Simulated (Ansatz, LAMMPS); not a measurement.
# Structural relaxation of amorphous Si (127 atoms)

Wanted: the relaxed structure of amorphous Si (127 atoms) and its electronic structure.

Method: Kohn-Sham DFT, r2SCAN, PAW (set soft_2), plane waves, in Ansatz 0.2.0.

**What experiment says.** Si-Si coordination number quoted from the high-resolution X-ray diffraction study of Laaziri et al (as quoted in “Relationship between diffraction peak, network topology, and amorphous-forming ability in silicon and silica”, 2021, PMC8590056): number of Si about Si 3.9.

Most raw output is cut from this account.

**1. Starting point**

The cell holds 127 atoms: 127 Si. Its edges and angles: a = 13.787 Å, b = 13.787 Å, c = 13.787 Å, α = 90.0°, β = 90.0°, γ = 90.0°. 127 atoms (127 Si) placed at random at 2.26 g/cm³, melted at 2500 K for 20 ps at fixed volume with the modified Tersoff potential (Kumagai, Izumi, Hara and Sakai, Comput. Mater. Sci. 39, 457 (2007)). Quenched from 2500 K to 300 K at 10 K/ps and fixed volume, held 5 ps.

Limits known from the start: The quench rate of 10 K/ps is orders of magnitude faster than experiment, which tends to freeze in extra defects. The starting topology of bonds comes from the classical model. Sampling is at Γ alone, for a cell whose shortest periodic width is 14 Å.

**2. How the cell was made**

A classical potential supplies the starting structure, since it reaches far longer times than DFT.

This step: classical MD, modified Tersoff potential (Kumagai, Izumi, Hara and Sakai, Comput. Mater. Sci. 39, 457 (2007)) (LAMMPS 22 Jul 2025 - Update 4).

The input, in.lmp:

```
# melt-quench of Si127
units metal
atom_style atomic
boundary p p p
region box block 0 13.7871 0 13.7871 0 13.7871
create_box 1 box
mass 1 28.0850   # Si
create_atoms 1 random 127 607586 NULL overlap 1.97 maxtry 2000
pair_style tersoff/mod
pair_coeff * * Si.tersoff.mod Si
neigh_modify delay 0 every 1 check yes
thermo_style custom step time temp pe press density
thermo_modify norm yes
timestep 0.001
thermo 100
min_style cg
minimize 1e-4 1e-4 200 2000
reset_timestep 0
velocity all create 2500 607587 mom yes dist gaussian
fix lim all nve/limit 0.05
fix lan all langevin 2500 2500 0.1 607588 zero yes
thermo 500
run 1000 post no
unfix lim
unfix lan
thermo 3333
fix md all nvt temp 2500 2500 0.1
run 20000 post no
unfix md
thermo 22000
fix md all nvt temp 2500 300 0.1
run 220000 post no
unfix md
thermo 2500
fix md all nvt temp 300 300 0.1
run 5000 post no
unfix md
write_dump all custom glass.dump id type xs ys zs modify sort id
```

On the command line:

```sh
> lmp -in in.lmp -log none -nocite
```

Run time: 1.8 min. Hardware: 1 thread of Arm Neoverse V2, shared host; peak memory 0.072 GiB.

**3. Single point at the start**

A single point comes first, to see the forces before anything moves.

The input, input.yaml:

```yaml
crystal:
  lattice:
    - [13.7871, 0.0, 0.0]
    - [0.0, 13.7871, 0.0]
    - [0.0, 0.0, 13.7871]
  atoms:
    - { symbol: Si, position: [0.315, 0.03086, 0.42704] }
    - { symbol: Si, position: [0.13345, 0.41207, 0.73895] }
    - { symbol: Si, position: [0.61827, 0.65031, 0.69708] }
    - { symbol: Si, position: [0.39799, 0.34713, 0.12447] }
    - { symbol: Si, position: [0.5145, 0.57362, 0.58582] }
    - { symbol: Si, position: [0.9832, 0.64075, 0.71319] }
    - { symbol: Si, position: [0.51322, 0.86828, 0.33341] }
    - { symbol: Si, position: [0.9149, 0.85319, 0.24427] }
    - { symbol: Si, position: [0.39329, 0.9997, 0.93026] }
    - { symbol: Si, position: [0.63027, 0.75676, 0.25354] }
    - { symbol: Si, position: [0.40258, 0.9784, 0.693] }
    - { symbol: Si, position: [0.74968, 0.75272, 0.61357] }
    - { symbol: Si, position: [0.82538, 0.3031, 0.1717] }
    - { symbol: Si, position: [0.98929, 0.4596, 0.98314] }
    - { symbol: Si, position: [0.59068, 0.95415, 0.4638] }
    - { symbol: Si, position: [0.49175, 0.19342, 0.57839] }
    - { symbol: Si, position: [0.07962, 0.30181, 0.62289] }
    - { symbol: Si, position: [0.94658, 0.66902, 0.2145] }
    - { symbol: Si, position: [0.86778, 0.85502, 0.41245] }
    - { symbol: Si, position: [0.1203, 0.06473, 0.79577] }
    - { symbol: Si, position: [0.4307, 0.44542, 0.85343] }
    - { symbol: Si, position: [0.74456, 0.27597, 0.92953] }
    - { symbol: Si, position: [0.27181, 0.45869, 0.09257] }
    - { symbol: Si, position: [0.35381, 0.88393, 0.13778] }
    - { symbol: Si, position: [0.27334, 0.48053, 0.92319] }
    - { symbol: Si, position: [0.8647, 0.13396, 0.23302] }
    - { symbol: Si, position: [0.88098, 0.21892, 0.72905] }
    - { symbol: Si, position: [0.60762, 0.53332, 0.44745] }
    - { symbol: Si, position: [0.85243, 0.09737, 0.49136] }
    - { symbol: Si, position: [0.01733, 0.05966, 0.53746] }
    - { symbol: Si, position: [0.13566, 0.80288, 0.49729] }
    - { symbol: Si, position: [0.21612, 0.89126, 0.23486] }
    [... 89 atom lines left out ...]
    - { symbol: Si, position: [0.35316, 0.6085, 0.34707] }
    - { symbol: Si, position: [0.87388, 0.38175, 0.69516] }
    - { symbol: Si, position: [0.84879, 0.58751, 0.82397] }
    - { symbol: Si, position: [0.04089, 0.12419, 0.9396] }
    - { symbol: Si, position: [0.48856, 0.50239, 0.32829] }
    - { symbol: Si, position: [0.24106, 0.52323, 0.64683] }
kpoints:
  mp_grid: { grid: [1, 1, 1] }
hamiltonian:
  xc: r2scan
scf:
  occupations: { method: gaussian, width: 0.025 }
output:
  forces: true
  stress: true
  populations: intrinsic
  dos:
    method: { smearing: { sigma: 0.15 } }
    de: 0.1
    projected: { site_lists: { Si: [Si] } }
  eigenvalues: true
```

On the command line:

```sh
> ansatz run input.yaml --threads 4 --pin off --max-ram 8192MiB --backend cpu --events-out ev --progress --plain --runs-dir out
```

Run time: 1.8 min. Hardware: 4 threads of Arm Neoverse V2, shared host; peak memory 6.9 GiB; 7 min of CPU time.

Read from the output:

| Item | Value |
| --- | --- |
| free energy | -81124.8287 eV |
| free energy per atom | -638.7782 eV/atom |
| SCF cycles | 12 |
| pressure | -1.748 GPa |
| r.m.s. force component | 0.5447 eV/Å |
| longest force | 2.026 eV/Å |
| Fermi energy | 6.197 eV |
| gap (highest filled to lowest empty level) | 0.0804 eV |

The r.m.s. force component of 0.54 eV/Å and the pressure of -1.7 GPa set the starting point.

Neighbours are counted within 2.88 Å (Si-Si).

Length of the force by element and coordination:

```csv
element,coordination,atoms,mean length of the force (eV/Å),spread,least,most
Si,all,127,0.871,0.362,0.160,2.03
Si,4,121,0.867,0.357,0.160,2.03
Si,5,6,0.961,0.438,0.252,1.58
```

**4. Relaxation**

The atoms are relaxed in the fixed cell, aiming at the force tolerance of the input.

input.yaml, the sections that differ from step 3:

```yaml
output:
  forces: true
relax:
  f_tol: 0.05
  max_steps: 108
# crystal, kpoints, hamiltonian, scf: as in step 3
```

The job ended after 11 min (4 threads; peak memory 6.7 GiB; 42 min of CPU time).

The steps of the relaxation:

| step | energy less that of the first step (eV) | largest force component (eV/Å) |
| --- | --- | --- |
| 1 | 0.0000 | 1.9339 |
| 2 | -5.2086 | 0.5274 |
| 3 | -6.3227 | 0.4424 |
| 4 | -6.6128 | 0.2862 |
| 5 | -6.7181 | 0.4187 |
| 6 | -6.9066 | 0.2410 |
| 7 | -6.9267 | 0.8848 |
| 8 | -7.0135 | 0.1954 |
| 9 | -7.0443 | 0.2046 |
| 10 | -7.0702 | 0.1333 |
| 11 | -7.0768 | 0.0353 |
| 12 | -7.0768 | 0.0353 |

The atoms that moved most (Å):

```csv
atom,dx,dy,dz,length
Si52,0.128,-0.481,-0.701,0.860
Si50,0.201,-0.635,0.067,0.669
Si76,-0.101,0.199,0.374,0.436
Si37,0.177,-0.337,0.159,0.413
Si7,0.235,-0.309,0.103,0.402
Si82,-0.026,0.219,0.321,0.389
Si1,0.095,0.062,-0.341,0.360
Si24,0.049,-0.336,-0.018,0.340
```

The relaxation changed the energy by -55.7 meV/atom, and atoms moved by 0.22 Å r.m.s., 0.86 Å at most.

**5. Structure statistics after relaxation**

Bonds before and after, by the cutoffs listed below:

| pair | bonds before | bonds after | mean before (Å) | mean after (Å) | spread before (Å) | spread after (Å) |
| --- | --- | --- | --- | --- | --- | --- |
| Si-Si | 257 | 254 | 2.397 | 2.386 | 0.083 | 0.063 |

Density 2.26 g/cm³, 20.64 Å³ an atom.

Pair distribution function in bins of 0.1 Å:

| r (Å) | total |
| --- | --- |
| 2.15 | 0.00 |
| 2.25 | 0.75 |
| 2.35 | 7.36 |
| 2.45 | 2.91 |
| 2.55 | 0.45 |
| 2.65 | 0.11 |
| 2.75 | 0.00 |
| 2.85 | 0.03 |
| 2.95 | 0.03 |
| 3.05 | 0.00 |
| 3.15 | 0.08 |
| 3.25 | 0.20 |
| 3.35 | 0.42 |
| 3.45 | 0.71 |
| 3.55 | 1.46 |
| 3.65 | 1.71 |
| 3.75 | 1.64 |
| 3.85 | 2.13 |
| 3.95 | 2.24 |
| 4.05 | 1.51 |
| 4.15 | 1.61 |
| 4.25 | 1.09 |
| 4.35 | 1.12 |
| 4.45 | 0.76 |
| 4.55 | 0.87 |
| 4.65 | 0.89 |
| 4.75 | 0.86 |
| 4.85 | 0.78 |
| 4.95 | 0.66 |
| 5.05 | 0.72 |
| 5.15 | 0.71 |
| 5.25 | 0.76 |
| 5.35 | 0.73 |
| 5.45 | 0.96 |
| 5.55 | 0.98 |
| 5.65 | 1.13 |
| 5.75 | 1.14 |
| 5.85 | 1.08 |
| 5.95 | 1.03 |
| 6.05 | 1.16 |
| 6.15 | 0.97 |
| 6.25 | 0.93 |
| 6.35 | 0.89 |
| 6.45 | 0.96 |

Bonds by pair of elements; cutoffs follow the first minimum of g(r), held within bounds set by covalent radii, and pairs that aren't listed don't count as bonded:

| pair A-B | cutoff (Å) | bonds | mean length (Å) | spread (Å) | shortest (Å) | B about A | A about B |
| --- | --- | --- | --- | --- | --- | --- | --- |
| Si-Si | 2.83 | 254 | 2.39 | 0.063 | 2.27 | 4 | 4 |

How many atoms have how many bonded neighbours:

```csv
element,mean,3,4,5
Si,4,1,125,1
```

Bond angles (no mean is given where the spread exceeds 20°):

```csv
angle,count,mean (°),spread (°)
Si-Si-Si,763,109,11.4
```

Bond length by coordination (bonds to H left out):

```
element  coordination  atoms  mean bond length (Å)
     Si             3      1                  2.31
     Si             4    125                  2.38
     Si             5      1                  2.51
```

Rings of the network by King's shortest-path rule, up to 12 atoms, one path for each pair of neighbours; H, halogens, alkali and alkaline-earth atoms are left out, and the last column divides by all other atoms, bonded or not:

```
ring size (atoms)  rings  per network atom
                4      3             0.024
                5     54             0.425
                6     99              0.78
                7     63             0.496
                8      3             0.024
```

The first maximum of g(r) stands at about 2.4 Å. By these cutoffs 98 % of Si atoms have 4 bonded neighbours. The Si-Si-Si angle averages 109° with a spread of 11°. Rings of 6 atoms are the most common (45 % of those counted); sizes run from 4 to 8.

**6. Single point at the relaxed geometry**

One more single point at the end of the walk gives the fuller output and checks the residual forces.

The input, input.yaml:

```yaml
crystal:
  lattice:
    - [13.7871, 0.0, 0.0]
    - [0.0, 13.7871, 0.0]
    - [0.0, 0.0, 13.7871]
  atoms:
    - { symbol: Si, position: [0.32192, 0.03535, 0.4023] }
    - { symbol: Si, position: [0.13072, 0.41001, 0.74629] }
    - { symbol: Si, position: [0.6273, 0.65396, 0.70536] }
    - { symbol: Si, position: [0.39719, 0.36368, 0.12493] }
    - { symbol: Si, position: [0.51543, 0.5869, 0.59347] }
    - { symbol: Si, position: [0.97627, 0.66376, 0.71845] }
    - { symbol: Si, position: [0.53023, 0.84584, 0.34085] }
    - { symbol: Si, position: [0.90538, 0.84846, 0.23818] }
    - { symbol: Si, position: [0.38638, 0.01653, 0.93386] }
    - { symbol: Si, position: [0.63868, 0.74329, 0.25944] }
    - { symbol: Si, position: [0.40046, 0.97763, 0.68022] }
    - { symbol: Si, position: [0.73135, 0.75374, 0.61092] }
    - { symbol: Si, position: [0.81946, 0.3055, 0.17704] }
    - { symbol: Si, position: [0.98692, 0.46077, 0.99182] }
    - { symbol: Si, position: [0.58657, 0.95033, 0.46653] }
    - { symbol: Si, position: [0.49323, 0.19302, 0.5798] }
    - { symbol: Si, position: [0.08407, 0.30969, 0.61872] }
    - { symbol: Si, position: [0.9371, 0.67629, 0.20497] }
    - { symbol: Si, position: [0.86562, 0.84687, 0.40489] }
    - { symbol: Si, position: [0.13041, 0.07175, 0.79605] }
    - { symbol: Si, position: [0.44114, 0.45771, 0.84228] }
    - { symbol: Si, position: [0.74944, 0.2776, 0.93111] }
    - { symbol: Si, position: [0.27006, 0.4734, 0.09105] }
    - { symbol: Si, position: [0.35738, 0.85954, 0.1365] }
    - { symbol: Si, position: [0.29306, 0.48619, 0.92438] }
    - { symbol: Si, position: [0.8605, 0.14151, 0.22341] }
    - { symbol: Si, position: [0.89086, 0.20246, 0.72871] }
    - { symbol: Si, position: [0.6034, 0.52313, 0.45255] }
    - { symbol: Si, position: [0.86208, 0.08934, 0.48862] }
    - { symbol: Si, position: [0.02657, 0.04808, 0.53924] }
    - { symbol: Si, position: [0.13355, 0.80416, 0.50575] }
    - { symbol: Si, position: [0.21531, 0.88029, 0.23392] }
    [... 89 atom lines left out ...]
    - { symbol: Si, position: [0.35557, 0.60286, 0.36076] }
    - { symbol: Si, position: [0.87689, 0.36744, 0.70716] }
    - { symbol: Si, position: [0.85962, 0.58107, 0.8148] }
    - { symbol: Si, position: [0.04101, 0.12867, 0.93931] }
    - { symbol: Si, position: [0.48356, 0.48834, 0.33761] }
    - { symbol: Si, position: [0.23783, 0.52584, 0.65814] }
kpoints:
  mp_grid: { grid: [1, 1, 1] }
hamiltonian:
  xc: r2scan
scf:
  occupations: { method: gaussian, width: 0.025 }
output:
  forces: true
  stress: true
  populations: intrinsic
  dos:
    method: { smearing: { sigma: 0.08 } }
    de: 0.1
    projected: { site_lists: { Si: [Si] } }
  eigenvalues: true
  write_density: true
  write_potential: true
  volumetric_format: npy
  elf: true
```

Elapsed: 1.8 min, on 4 threads; peak memory 6.8 GiB.

Numbers from this run:

| Quantity | Value |
| --- | --- |
| free energy | -81131.9055 eV |
| free energy per atom | -638.8339 eV/atom |
| SCF cycles | 10 |
| pressure | -1.565 GPa |
| r.m.s. force component | 0.00646 eV/Å |
| longest force | 0.04143 eV/Å |
| Fermi energy | 6.12 eV |
| gap (highest filled to lowest empty level) | 0.2806 eV |

Intrinsic-atomic-orbital charges by element and coordination:

```
element  coordination  atoms  mean charge (e)  spread    least     most
     Si           all    127                0  0.0285    -0.19   0.0933
     Si             3      1            -0.19       0    -0.19    -0.19
     Si             4    125            0.002  0.0225  -0.0575   0.0933
     Si             5      1          -0.0614       0  -0.0614  -0.0614
```

States in the cell by windows of 0.5 eV, zero at the Fermi level; the larger projections on atomic orbitals stand beside the total:

```csv
from (eV),to (eV),total,Si p,Si s
-10,-9.5,27.4,9.1,18.2
-9.5,-9,19.4,7.2,12.1
-9,-8.5,14.0,5.7,8.2
-8.5,-8,14.8,6.6,8.1
-8,-7.5,13.9,6.6,7.2
-7.5,-7,14.4,7.2,7.1
-7,-6.5,15.3,8.1,7.1
-6.5,-6,18.0,10.4,7.4
-6,-5.5,20.0,13.0,6.9
-5.5,-5,15.7,11.3,4.3
-5,-4.5,21.1,17.4,3.4
-4.5,-4,26.6,23.5,2.8
-4,-3.5,32.0,28.9,2.8
-3.5,-3,33.3,30.5,2.4
-3,-2.5,37.5,34.7,2.4
-2.5,-2,37.6,35.0,2.1
-2,-1.5,33.7,31.4,1.7
-1.5,-1,26.3,24.5,1.3
-1,-0.5,18.0,16.5,1.0
-0.5,0,3.4,2.8,0.4
0,0.5,3.9,2.9,0.8
0.5,1,15.3,9.7,4.2
1,1.5,25.9,16.1,6.8
1.5,2,35.6,22.2,8.3
2,2.5,37.5,24.0,7.5
2.5,3,38.9,24.7,6.9
```

The curve was stored every 0.100 eV, coarse against its broadening of 0.08 eV, so these counts are rough.

Between -13 and -10 eV lie 66 more states.

The levels nearest the highest filled one (over half full), pooled over k-points and spins:

| level less the highest filled one (eV) | occupation |
| --- | --- |
| -0.557 | 2 |
| -0.479 | 2 |
| -0.473 | 2 |
| -0.374 | 2 |
| -0.352 | 2 |
| 0 | 2 |
| 0.281 | 0 |
| 0.595 | 0 |
| 0.751 | 0 |
| 0.784 | 0 |
| 0.906 | 0 |
| 0.969 | 0 |

Valence density in the bc plane at fractional x = 0.140, with atoms of Si within 0.2 Å of it. It is the smooth field of the valence electrons, not physical close to the nuclei.

Ten even steps from '0' (0.02 e/Å³) to '9' (0.56 e/Å³), each cell a mean:
```
000012356556531110000001357657897314531
001122223445432100000001245543455335521
112332111123333210000001233211124787521
445564200012345432100012343210013687643
862244200001257764310013565321013564577
764465210001256424531124434543235775566
233454210001356435642245423776567986432
001122211123467765432234555667656652100
000011112356665322111111112234666421000
000111112489963100001100000113687420000
012332222467742100000111111135677521000
135665432233211000011245544567412531000
135765642111100000012478756778545641000
013578863111111100001357655544444321000
001358975433333210000124543211111110000
001246666777555421000123432100000000000
234555556788436753211123443210001111111
545675333345558864322234577542222233334
621464211112234443221123479865544333446
445664210000112343210001246435543222223
123443221111234565310000135776421000001
000112234444566456520000126886310000000
000001356557887556420000136676432111110
000002365115754332110001254226876545421
```
Columns run along b (13.8 Å), rows up along c (13.8 Å). Atoms in or near the plane, at fractional coordinates: Si at (0.41, 0.75), Si at (0.07, 0.80), Si at (0.80, 0.51), Si at (0.25, 0.01), Si at (0.05, 0.22), Si at (0.71, 0.01), Si at (0.87, 0.96), Si at (0.65, 0.74).

Electrostatic potential energy in the bc plane at fractional x = 0.140, with atoms of Si within 0.2 Å of it. With pseudopotentials it is smooth inside the atoms' cores, unlike the true potential.

Values in eV, 13 rows by 16 columns, each cell a mean:
```
  9   8   6  -7 -11   5   8   9  10   9   0 -14   0 -32 -34   4
  4  -1   7   9   7   3   7   9   9   8   6   8   8   0  -3   6
-21 -41  -1   9   9   3 -17  -4   8   4 -11   2   8  -1 -30  -4
  2  -5   6   9   8  -1 -36 -14   7  -6 -41 -11  -1  -3  -4   5
  9   9   7   7  -1  -3   4   7   7   7   3   5  -8  -8   7   9
  9   7   7   7   1   1   8   9   9   8   8   7  -7  -7   7   9
  7 -12 -12   6   7   9   9   9   7   0 -13   1 -32 -30   5   9
  8  -3  -5   5   8   8   9   9   8   0 -13   4   4   4   9  10
  8   6  -8  -8  -5 -25   1   9   9   5   4   9  10   9   9   9
-22 -17   4   6  -3 -21   0   4   7   2   1   1   6   6   3   5
-22 -17   6   8   9   7   4   6   9   8  -2 -36  -7   6   5   5
  8   8   7   5   5  -3 -32  -4   9   9   5  -4   4   9   9   9
  9   9   6 -26 -33  -1 -10   3   9   9 -10 -38  -6  -1  -1   8
```
Columns run along b (13.8 Å; values clipped at the 3rd and 97th percentile), rows up along c (13.8 Å). Atoms in or near the plane, at fractional coordinates: Si at (0.41, 0.75), Si at (0.07, 0.80), Si at (0.80, 0.51), Si at (0.25, 0.01), Si at (0.05, 0.22), Si at (0.71, 0.01), Si at (0.87, 0.96), Si at (0.65, 0.74).

Intrinsic-atomic-orbital charges run from -0.19 to +0.09 e. Within 0.4 eV of the Fermi level the largest share is Si p (83 % of the projected weight).

Local excerpt of 8 atoms (numbers count through the whole input) about Si46, which has 5 bonded neighbours where the commonest count for Si is 4; x, y, z are measured from there.

```
 atom      x      y      z  distance (Å)  bonds  intrinsic-atomic-orbital charge (e)
 Si46   0.00   0.00   0.00          0.00      5                                -0.06
 Si41  -0.37  -0.15   2.39          2.42      4                                 0.02
 Si11  -2.37   0.11  -0.73          2.48      4                                 0.04
Si117   0.25  -1.67  -1.86          2.51      4                                 0.05
 Si44   0.61   2.35  -0.65          2.51      4                                 0.06
 Si57   2.58   0.32  -0.19          2.61      4                                 0.09
 Si71  -1.78   0.99  -2.90          3.55      4                                 0.04
 Si15   0.19  -0.26  -3.68          3.69      4                                -0.04
```

The column of bonds counts only the pairs Si-Si within 2.83 Å; other neighbours, such as metal atoms beside each other in a compound, aren't counted, and periodic images can show an atom twice.

**7. Outcome**

```json
{"energy change in the relaxation": "-55.72 meV/atom", "r.m.s. displacement": "0.224 Å", "largest displacement": "0.86 Å", "free energy per atom": "-638.8339 eV/atom", "pressure": "-1.565 GPa", "r.m.s. force component": "0.00646 eV/Å", "gap (highest filled to lowest empty level)": "0.2806 eV", "wall time of the 3 DFT runs": "14 min"}
```

What this shows: Relaxation lowers the energy by 55.7 meV/atom and moves atoms by 0.22 Å r.m.s.; the r.m.s. force component goes from 0.54 to 0.0065 eV/Å, the pressure goes from -1.7 to -1.6 GPa. By the final cutoffs 4 of 257 bonded pairs parted and 1 joined. From the first step to the last the energy fell by 7.077 eV, and the largest move was 0.86 Å (Si52). The Si-Si bonds go from 2.397 Å (spread 0.083) to 2.386 Å (spread 0.063), and their number from 257 to 254. Counting bonds as in the table, 98 % of Si atoms have 4 bonded neighbours. Between filled and empty levels lie 0.281 eV (at Γ alone); a semilocal functional tends to put such gaps too low. In a disordered cell it changes from sample to sample, and tail or defect levels can set it.

Caveats: The starting topology of bonds comes from the classical model; in DFT 4 of its 257 bonded pairs passed out of the cutoffs and 1 came within them. The pressure of -1.6 GPa means that a free cell would contract at this level.

Calculation beside experiment:

```
             quantity  measured  this cell  difference  method of the measurement
number of Si about Si       3.9          4      +2.6 %          X-ray diffraction
```

The cell differs from the measured neighbour counts by up to 2.6 %. The network comes from the model that made the cell; in DFT 4 of its 257 bonded pairs passed out of the cutoffs and 1 came within them. Our coordination numbers hang on a cutoff, and experiments count neighbours in their own ways.

[Logs are printed without paths, hosts, clocks, repeated set-up lines and the standing remarks that a program may print on its own settings, such as how far it seeks lower states.]

[Hosts, paths, dates, database ids (printed as entryN), source tags and the programs' standing remarks are cut or masked in the printed files.]
